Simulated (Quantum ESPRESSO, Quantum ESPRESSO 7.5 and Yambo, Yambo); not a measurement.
## Quasiparticle gap of MoS2 (P6_3/mmc) in Yambo

How does a plane-wave GW calculation on MoS2 (P6_3/mmc) run from the first input to the gap?

Method: PBE and many-body steps on it, plane waves, in Quantum ESPRESSO 7.5 and Yambo 5.3.0.

The database entry behind the starting cell differs from later determinations by our own check (about 0.3 % long), so it need not match the best structure at ambient conditions.

### Step 1. The starting structure

Symmetry: P6_3/mmc, No. 194, hexagonal system. Conventional cell: a = 3.169 Å, b = 3.169 Å, c = 12.324 Å, α = 90.00°, β = 90.00°, γ = 120.00°. Nearest to Mo lie 6 S at 2.41 Å. Nearest to S lie 3 Mo at 2.41 Å. Farther neighbours and most contacts between anions are not listed.

The cell and positions come from the Crystallography Open Database and are kept as given unless a step says otherwise.

### Step 2. Ground state

This step: Quantum ESPRESSO 7.5; DFT, PBE, plane waves, norm-conserving pseudopotentials.

The ground-state density comes first.

pw.in reads:

```
&control
  calculation = 'scf'
  prefix = 'x'
  outdir = 'o'
  pseudo_dir = 'pseudo'
/
&system
  ibrav = 0
  nat = 6
  ntyp = 2
  ecutwfc = 72.0
  nbnd = 33
  force_symmorphic = .true.
/
&electrons
  conv_thr = 1e-10
  electron_maxstep = 80
  mixing_beta = 0.5
/
ATOMIC_SPECIES
  Mo 95.95 Mo.upf
  S 32.06 S.upf
CELL_PARAMETERS angstrom
  3.1690000000 -0.0000000000 0.0000000000
  -1.5845000000 2.7444345046 0.0000000000
  0.0000000000 0.0000000000 12.3240000000
ATOMIC_POSITIONS crystal
  Mo 0.3333333333 0.6666666667 0.2500000000
  Mo 0.6666666667 0.3333333333 0.7500000000
  S 0.3333333333 0.6666666667 0.6230000000
  S 0.6666666667 0.3333333333 0.1230000000
  S 0.3333333333 0.6666666667 0.8770000000
  S 0.6666666667 0.3333333333 0.3770000000
K_POINTS automatic
  6 6 2 0 0 0
```

Run with:

```
OMP_NUM_THREADS=1 mpirun -n 16 pw.x -nk 8 -in pw.in > pw.out
```

Output:

```text
Program PWSCF v.7.5 starts

     This program is part of the open-source Quantum ESPRESSO suite
     for quantum simulation of materials; please cite
         "P. Giannozzi et al., J. Phys.:Condens. Matter 21 395502 (2009);
         "P. Giannozzi et al., J. Phys.:Condens. Matter 29 465901 (2017);
         "P. Giannozzi et al., J. Chem. Phys. 152 154105 (2020);
     in publications or presentations arising from this work. More details at
     Message from routine setup:
     using ibrav=0 with symmetry is DISCOURAGED, use correct ibrav instead

     bravais-lattice index     =            0
     lattice parameter (alat)  =       5.9885  a.u.
     unit-cell volume          =     723.3082 (a.u.)^3
     number of atoms/cell      =            6
     number of atomic types    =            2
     number of electrons       =        52.00
     number of Kohn-Sham states=           33
     kinetic-energy cutoff     =      72.0000  Ry
     charge density cutoff     =     288.0000  Ry
     scf convergence threshold =      1.0E-10
     mixing beta               =       0.5000
     number of iterations used =            8  plain     mixing
     Exchange-correlation= PBE
                           (   1   4   3   4   0   0   0)

     celldm(1)=   5.988542  celldm(2)=   0.000000  celldm(3)=   0.000000
     celldm(4)=   0.000000  celldm(5)=   0.000000  celldm(6)=   0.000000

     crystal axes: (cart. coord. in units of alat)
               a(1) = (   1.000000  -0.000000   0.000000 )
               a(2) = (  -0.500000   0.866025   0.000000 )
               a(3) = (   0.000000   0.000000   3.888924 )

     reciprocal axes: (cart. coord. in units 2 pi/alat)
               b(1) = (  1.000000  0.577350 -0.000000 )
               b(2) = (  0.000000  1.154701 -0.000000 )
               b(3) = ( -0.000000 -0.000000  0.257141 )
     Pseudo is Norm-conserving + core correction, Zval = 14.0
     Generated using ONCVPSP code by D. R. Hamann
     Using radial grid of 1640 points,  6 beta functions with:
     Pseudo is Norm-conserving + core correction, Zval =  6.0
     Generated using ONCVPSP code by D. R. Hamann
     Using radial grid of 1146 points,  6 beta functions with:
     Mo               14.00    95.95000     Mo( 1.00)
     S                 6.00    32.06000     S ( 1.00)

     12 Sym. Ops., with inversion, found

   Cartesian axes

     site n.     atom                  positions (alat units)
         1        Mo     tau(   1) = (  -0.0000000   0.5773503   0.9722310  )
         2        Mo     tau(   2) = (   0.5000000   0.2886751   2.9166930  )
         3        S      tau(   3) = (  -0.0000000   0.5773503   2.4227996  )
         4        S      tau(   4) = (   0.5000000   0.2886751   0.4783376  )
         5        S      tau(   5) = (  -0.0000000   0.5773503   3.4105863  )
         6        S      tau(   6) = (   0.5000000   0.2886751   1.4661243  )

     number of k points=    14
                       cart. coord. in units 2pi/alat
        k(    1) = (   0.0000000   0.0000000   0.0000000), wk =   0.0277778
        k(    2) = (   0.0000000   0.0000000  -0.1285703), wk =   0.0277778
        k(    3) = (   0.0000000   0.1924501   0.0000000), wk =   0.1666667
        k(    4) = (   0.0000000   0.1924501  -0.1285703), wk =   0.1666667
        k(    5) = (   0.0000000   0.3849002   0.0000000), wk =   0.1666667
        k(    6) = (   0.0000000   0.3849002  -0.1285703), wk =   0.1666667
        k(    7) = (   0.0000000  -0.5773503   0.0000000), wk =   0.0833333
        k(    8) = (   0.0000000  -0.5773503  -0.1285703), wk =   0.0833333
        k(    9) = (   0.1666667   0.2886751   0.0000000), wk =   0.1666667
        k(   10) = (   0.1666667   0.2886751  -0.1285703), wk =   0.1666667
        k(   11) = (   0.1666667   0.4811252   0.0000000), wk =   0.3333333
        k(   12) = (   0.1666667   0.4811252  -0.1285703), wk =   0.3333333
        k(   13) = (   0.3333333   0.5773503   0.0000000), wk =   0.0555556
        k(   14) = (   0.3333333   0.5773503  -0.1285703), wk =   0.0555556

     Dense  grid:    59645 G-vectors     FFT dimensions: (  36,  36, 125)

     Initial potential from superposition of free atoms

     starting charge      51.9970, renormalised to      52.0000
     Starting wfcs are   36 randomized atomic wfcs

     per-process dynamical memory:    29.4 Mb

     Self-consistent Calculation

     iteration #  1     ecut=    72.00 Ry     beta= 0.50

     total energy              =    -369.39237358 Ry
     estimated scf accuracy    <       0.89855731 Ry

     iteration #  2     ecut=    72.00 Ry     beta= 0.50

     total energy              =    -369.28278451 Ry
     estimated scf accuracy    <       3.53421524 Ry

     iteration #  3     ecut=    72.00 Ry     beta= 0.50

     total energy              =    -369.78651445 Ry
     estimated scf accuracy    <       0.03928387 Ry

     iteration #  4     ecut=    72.00 Ry     beta= 0.50

     total energy              =    -369.79145915 Ry
     estimated scf accuracy    <       0.00663462 Ry

     iteration #  5     ecut=    72.00 Ry     beta= 0.50

     total energy              =    -369.79198058 Ry
     estimated scf accuracy    <       0.00382066 Ry

     iteration #  6     ecut=    72.00 Ry     beta= 0.50

     total energy              =    -369.79253075 Ry
     estimated scf accuracy    <       0.00180504 Ry

     iteration #  7     ecut=    72.00 Ry     beta= 0.50

     total energy              =    -369.79265307 Ry
     estimated scf accuracy    <       0.00006861 Ry

     iteration #  8     ecut=    72.00 Ry     beta= 0.50

     total energy              =    -369.79267554 Ry
     estimated scf accuracy    <       0.00003235 Ry

     iteration #  9     ecut=    72.00 Ry     beta= 0.50

     total energy              =    -369.79267741 Ry
     estimated scf accuracy    <       0.00000263 Ry

     iteration # 10     ecut=    72.00 Ry     beta= 0.50

     total energy              =    -369.79267790 Ry
     estimated scf accuracy    <       0.00000005 Ry

     iteration # 11     ecut=    72.00 Ry     beta= 0.50

     total energy              =    -369.79267793 Ry
     estimated scf accuracy    <       0.00000004 Ry

     iteration # 12     ecut=    72.00 Ry     beta= 0.50

     total energy              =    -369.79267793 Ry
     estimated scf accuracy    <       0.00000001 Ry

     iteration # 13     ecut=    72.00 Ry     beta= 0.50

     total energy              =    -369.79267793 Ry
     estimated scf accuracy    <          1.4E-09 Ry

     iteration # 14     ecut=    72.00 Ry     beta= 0.50

     End of self-consistent calculation

          k = 0.0000 0.0000 0.0000 (  7437 PWs)   bands (ev):

   -50.5383 -50.5383 -24.6884 -24.6883 -24.4613 -24.4613 -24.4612 -24.4612
    -3.9616  -3.6916  -2.7522  -2.3099   4.1333   5.1658   7.5093   7.7226
     7.7226   7.7359   7.7359   8.8164   8.8164   8.8631   8.8631   9.8089
     9.8478  10.9922  13.0918  13.0918  13.1200  13.1200  13.2560  13.2560
    13.4279

          k = 0.0000 0.0000-0.1286 (  7394 PWs)   bands (ev):

   -50.5383 -50.5383 -24.6883 -24.6883 -24.4612 -24.4612 -24.4612 -24.4612
    -3.8469  -3.8469  -2.5134  -2.5134   4.5688   4.5688   7.7291   7.7291
     7.7291   7.7291   8.4343   8.4343   8.8397   8.8397   8.8397   8.8397
    10.7265  10.7265  13.0972  13.0972  13.0972  13.0972  13.3503  13.3503
    13.3503

          k = 0.0000 0.1925 0.0000 (  7442 PWs)   bands (ev):

   -50.5285 -50.5285 -24.6689 -24.6688 -24.5603 -24.5603 -24.4839 -24.4838
    -3.5570  -3.2955  -2.5591  -2.1681   4.5676   5.5623   6.8542   6.9304
     6.9989   7.7184   8.1219   8.1570   8.2525   8.3135   8.9356   9.8074
     9.8268  10.2214  12.4828  12.8459  12.8567  13.0505  13.0659  13.1601
    13.6280

          k = 0.0000 0.1925-0.1286 (  7432 PWs)   bands (ev):

     [... further k-points ...]

     highest occupied, lowest unoccupied level (ev):    10.9922   11.8810

!    total energy              =    -369.79267793 Ry
     estimated scf accuracy    <          7.8E-11 Ry

     The total energy is the sum of the following terms:
     one-electron contribution =    -171.31863372 Ry
     hartree contribution      =     107.97705961 Ry
     xc contribution           =     -66.75611607 Ry
     ewald contribution        =    -239.69498775 Ry

     convergence has been achieved in  14 iterations

     XML data file, charge density, pseudopotentials, collected wavefunctions

=------------------------------------------------------------------------------=
   JOB DONE.
=------------------------------------------------------------------------------=
```

Elapsed: 7.7 s, on 16 MPI ranks of Arm Neoverse V2, shared host; peak memory 1.1 GiB.

Numbers from this step:

| Quantity | Value |
| --- | --- |
| total energy | -5031.2857 eV |
| gap | 0.8888 eV |
| k of the valence top | 0, 0, 0 |
| k of the conduction bottom | 0.1667, 0.1667, 0 |
| least direct gap | 1.654 eV |

The gap is indirect, with the least direct gap 0.77 eV higher.

### Step 3. Bands along the symmetry lines

The cheap functional maps the bands first; the places of the edges decide which points the dearer methods must see.

pw.in reads:

```
&control
  calculation = 'bands'
  prefix = 'x'
  outdir = 'o'
  pseudo_dir = 'pseudo'
/
&system
  ibrav = 0
  nat = 6
  ntyp = 2
  ecutwfc = 72.0
  nbnd = 32
  force_symmorphic = .true.
/
&electrons
  conv_thr = 1e-9
  electron_maxstep = 80
  diago_full_acc = .true.
  diago_thr_init = 5e-6
/
ATOMIC_SPECIES
  Mo 95.95 Mo.upf
  S 32.06 S.upf
CELL_PARAMETERS angstrom
  3.1690000000 -0.0000000000 0.0000000000
  -1.5845000000 2.7444345046 0.0000000000
  0.0000000000 0.0000000000 12.3240000000
ATOMIC_POSITIONS crystal
  Mo 0.3333333333 0.6666666667 0.2500000000
  Mo 0.6666666667 0.3333333333 0.7500000000
  S 0.3333333333 0.6666666667 0.6230000000
  S 0.6666666667 0.3333333333 0.1230000000
  S 0.3333333333 0.6666666667 0.8770000000
  S 0.6666666667 0.3333333333 0.3770000000
K_POINTS crystal
  75
  0.00000000 0.00000000 0.00000000 1
  0.06250000 0.00000000 0.00000000 1
  0.12500000 0.00000000 0.00000000 1
  0.18750000 0.00000000 0.00000000 1
  0.25000000 0.00000000 0.00000000 1
  0.31250000 0.00000000 0.00000000 1
  0.37500000 0.00000000 0.00000000 1
  0.43750000 0.00000000 0.00000000 1
  0.50000000 0.00000000 0.00000000 1
  0.47916667 0.04166667 0.00000000 1
  0.45833333 0.08333333 0.00000000 1
  0.43750000 0.12500000 0.00000000 1
  0.41666666 0.16666666 0.00000000 1
  0.39583333 0.20833333 0.00000000 1
  0.37500000 0.25000000 0.00000000 1
  0.35416666 0.29166666 0.00000000 1
  0.33333333 0.33333333 0.00000000 1
  0.29166666 0.29166666 0.00000000 1
  0.25000000 0.25000000 0.00000000 1
  0.20833333 0.20833333 0.00000000 1
  0.16666666 0.16666666 0.00000000 1
  0.12500000 0.12500000 0.00000000 1
  0.08333333 0.08333333 0.00000000 1
  0.04166667 0.04166667 0.00000000 1
  0.00000000 0.00000000 0.00000000 1
  0.00000000 0.00000000 0.06250000 1
  0.00000000 0.00000000 0.12500000 1
  0.00000000 0.00000000 0.18750000 1
  0.00000000 0.00000000 0.25000000 1
  0.00000000 0.00000000 0.31250000 1
  0.00000000 0.00000000 0.37500000 1
  0.00000000 0.00000000 0.43750000 1
  0.00000000 0.00000000 0.50000000 1
  0.06250000 0.00000000 0.50000000 1
  0.12500000 0.00000000 0.50000000 1
  0.18750000 0.00000000 0.50000000 1
  0.25000000 0.00000000 0.50000000 1
  0.31250000 0.00000000 0.50000000 1
  0.37500000 0.00000000 0.50000000 1
  0.43750000 0.00000000 0.50000000 1
  0.50000000 0.00000000 0.50000000 1
  0.47916667 0.04166667 0.50000000 1
  0.45833333 0.08333333 0.50000000 1
  0.43750000 0.12500000 0.50000000 1
  0.41666666 0.16666666 0.50000000 1
  0.39583333 0.20833333 0.50000000 1
  0.37500000 0.25000000 0.50000000 1
  0.35416666 0.29166666 0.50000000 1
  0.33333333 0.33333333 0.50000000 1
  0.29166666 0.29166666 0.50000000 1
  0.25000000 0.25000000 0.50000000 1
  0.20833333 0.20833333 0.50000000 1
  0.16666666 0.16666666 0.50000000 1
  0.12500000 0.12500000 0.50000000 1
  0.08333333 0.08333333 0.50000000 1
  0.04166667 0.04166667 0.50000000 1
  0.00000000 0.00000000 0.50000000 1
  0.50000000 0.00000000 0.50000000 1
  0.50000000 0.00000000 0.43750000 1
  0.50000000 0.00000000 0.37500000 1
  0.50000000 0.00000000 0.31250000 1
  0.50000000 0.00000000 0.25000000 1
  0.50000000 0.00000000 0.18750000 1
  0.50000000 0.00000000 0.12500000 1
  0.50000000 0.00000000 0.06250000 1
  0.50000000 0.00000000 0.00000000 1
  0.33333333 0.33333333 0.50000000 1
  0.33333333 0.33333333 0.43750000 1
  0.33333333 0.33333333 0.37500000 1
  0.33333333 0.33333333 0.31250000 1
  0.33333333 0.33333333 0.25000000 1
  0.33333333 0.33333333 0.18750000 1
  0.33333333 0.33333333 0.12500000 1
  0.33333333 0.33333333 0.06250000 1
  0.33333333 0.33333333 0.00000000 1
```

Run with:

```
OMP_NUM_THREADS=1 mpirun -n 16 pw.x -nk 16 -in pw.in > pw.out
```

Output:

```text
[banner, memory and clock lines left out]
Program PWSCF v.7.5 starts

     Atomic positions and unit cell read from directory:
     o/x.save/

     Message from routine setup:
     using ibrav=0 with symmetry is DISCOURAGED, use correct ibrav instead

     G-vector sticks info

     bravais-lattice index     =            0
     lattice parameter (alat)  =       5.9885  a.u.
     unit-cell volume          =     723.3082 (a.u.)^3
     number of atoms/cell      =            6
     number of atomic types    =            2
     number of electrons       =        52.00
     number of Kohn-Sham states=           32
     kinetic-energy cutoff     =      72.0000  Ry
     charge density cutoff     =     288.0000  Ry
     Exchange-correlation= PBE
                           (   1   4   3   4   0   0   0)

     celldm(1)=   5.988542  celldm(2)=   0.000000  celldm(3)=   0.000000
     celldm(4)=   0.000000  celldm(5)=   0.000000  celldm(6)=   0.000000

     crystal axes: (cart. coord. in units of alat)
               a(1) = (   1.000000  -0.000000   0.000000 )
               a(2) = (  -0.500000   0.866025   0.000000 )
               a(3) = (   0.000000   0.000000   3.888924 )

     reciprocal axes: (cart. coord. in units 2 pi/alat)
               b(1) = (  1.000000  0.577350 -0.000000 )
               b(2) = (  0.000000  1.154701 -0.000000 )
               b(3) = ( -0.000000 -0.000000  0.257141 )
     Pseudo is Norm-conserving + core correction, Zval = 14.0
     Generated using ONCVPSP code by D. R. Hamann
     Using radial grid of 1640 points,  6 beta functions with:
     Pseudo is Norm-conserving + core correction, Zval =  6.0
     Generated using ONCVPSP code by D. R. Hamann
     Using radial grid of 1146 points,  6 beta functions with:
     Mo               14.00    95.95000     Mo( 1.00)
     S                 6.00    32.06000     S ( 1.00)

     12 Sym. Ops., with inversion, found

   Cartesian axes

     site n.     atom                  positions (alat units)
         1        Mo     tau(   1) = (  -0.0000000   0.5773503   0.9722310  )
         2        Mo     tau(   2) = (   0.5000000   0.2886751   2.9166930  )
         3        S      tau(   3) = (  -0.0000000   0.5773503   2.4227996  )
         4        S      tau(   4) = (   0.5000000   0.2886751   0.4783376  )
         5        S      tau(   5) = (  -0.0000000   0.5773503   3.4105863  )
         6        S      tau(   6) = (   0.5000000   0.2886751   1.4661243  )

     number of k points=    75
                       cart. coord. in units 2pi/alat
        k(    1) = (   0.0000000   0.0000000   0.0000000), wk =   0.0266667
        k(    2) = (   0.0625000   0.0360844   0.0000000), wk =   0.0266667
        k(    3) = (   0.1250000   0.0721688   0.0000000), wk =   0.0266667
[...]
[... 63 further rows ...]
        k(   74) = (   0.3333333   0.5773503   0.0160713), wk =   0.0266667
        k(   75) = (   0.3333333   0.5773503   0.0000000), wk =   0.0266667

     Dense  grid:    59645 G-vectors     FFT dimensions: (  36,  36, 125)

     The potential is recalculated from file :
     o/x.save/charge-density

     Starting wfcs are   36 randomized atomic wfcs

     Band Structure Calculation

     End of band structure calculation

          k = 0.0000 0.0000 0.0000 (  7437 PWs)   bands (ev):

   -50.5384 -50.5384 -24.6885 -24.6884 -24.4614 -24.4614 -24.4613 -24.4613
    -3.9616  -3.6916  -2.7522  -2.3099   4.1333   5.1657   7.5093   7.7226
     7.7226   7.7359   7.7359   8.8164   8.8164   8.8630   8.8630   9.8089
[...]
k = 0.0625 0.0361 0.0000 (  7418 PWs)   bands (ev):

[...]
k = 0.1250 0.0722 0.0000 (  7444 PWs)   bands (ev):

[...]
k = 0.3333 0.5774 0.0161 (  7467 PWs)   bands (ev):

[...]
k = 0.3333 0.5774 0.0000 (  7476 PWs)   bands (ev):

[...]
6.0822   6.3466   6.7920   6.7920   7.2036   7.2036   8.2946   8.2947
    10.2282  10.3900  12.0439  12.0439  12.8357  13.8283  13.8284  13.8589

     XML data file, pseudopotentials, collected wavefunctions
```

Wall time 9 s (16 MPI ranks); peak memory 1.4 GiB; 2.4 min of CPU time.

Numbers from this step:

```yaml
gap: 0.8888 eV
k_of_the_valence_top: 0, 0, 0
k_of_the_conduction_bottom: 0.1667, 0.1667, 0
least_direct_gap: 1.654 eV
```

The gap is 0.889 eV, as in the run before at this level.

The electronic bands at the labelled points (eV, zero at the top of the highest filled band):

```tsv
point	band 23	band 24	band 25	band 26	band 27	band 28	band 29	band 30
Γ	-2.13	-1.18	-1.14	0.00	2.10	2.10	2.13	2.13
halfway	-2.30	-1.61	-1.49	-1.36	1.21	1.60	1.81	2.04
M	-1.73	-1.53	-1.40	-1.27	1.60	1.65	2.00	2.26
halfway	-2.78	-2.34	-1.08	-0.90	1.45	1.56	2.30	2.41
K	-2.70	-2.70	-0.76	-0.60	1.05	1.05	1.84	2.84
halfway	-1.80	-1.59	-1.48	-1.45	0.89	1.63	1.72	1.81
Γ	-2.13	-1.18	-1.14	0.00	2.10	2.10	2.13	2.13
halfway	-2.14	-1.83	-0.63	-0.06	2.10	2.10	2.12	2.12
A	-2.15	-2.15	-0.27	-0.27	2.10	2.10	2.10	2.10
halfway	-2.05	-2.05	-1.37	-1.37	1.55	1.55	1.69	1.69
L	-1.63	-1.63	-1.33	-1.33	1.62	1.62	2.14	2.14
halfway	-2.60	-2.60	-0.99	-0.99	1.51	1.51	2.34	2.34
H	-2.87	-2.87	-0.69	-0.69	1.05	1.05	2.30	2.30
halfway	-1.75	-1.75	-1.46	-1.46	1.22	1.22	1.82	1.82
A	-2.15	-2.15	-0.27	-0.27	2.10	2.10	2.10	2.11
jump to L	-1.63	-1.63	-1.33	-1.33	1.62	1.62	2.14	2.14
halfway	-1.70	-1.56	-1.38	-1.29	1.61	1.64	2.04	2.23
M	-1.73	-1.53	-1.40	-1.27	1.60	1.65	2.00	2.26
jump to H	-2.87	-2.87	-0.69	-0.69	1.05	1.05	2.30	2.30
halfway	-2.77	-2.77	-0.74	-0.63	1.05	1.05	1.97	2.68
K	-2.70	-2.70	-0.76	-0.60	1.05	1.05	1.84	2.84
```

(Continued in part 2 of 3.)

[Paths, hosts, dates, memory and timing lines, banners, echoed tables and standing remarks are left out of the program output.]

[Logs are printed without paths, hosts, clocks, repeated set-up lines and the standing remarks that a program may print on its own settings, such as how far it seeks lower states.]

[Runs of the session that timed out or met a known fault of the program may be left out.]

[Hosts, paths, dates, database ids (printed as entryN), source tags and the programs' standing remarks are cut or masked in the printed files.]
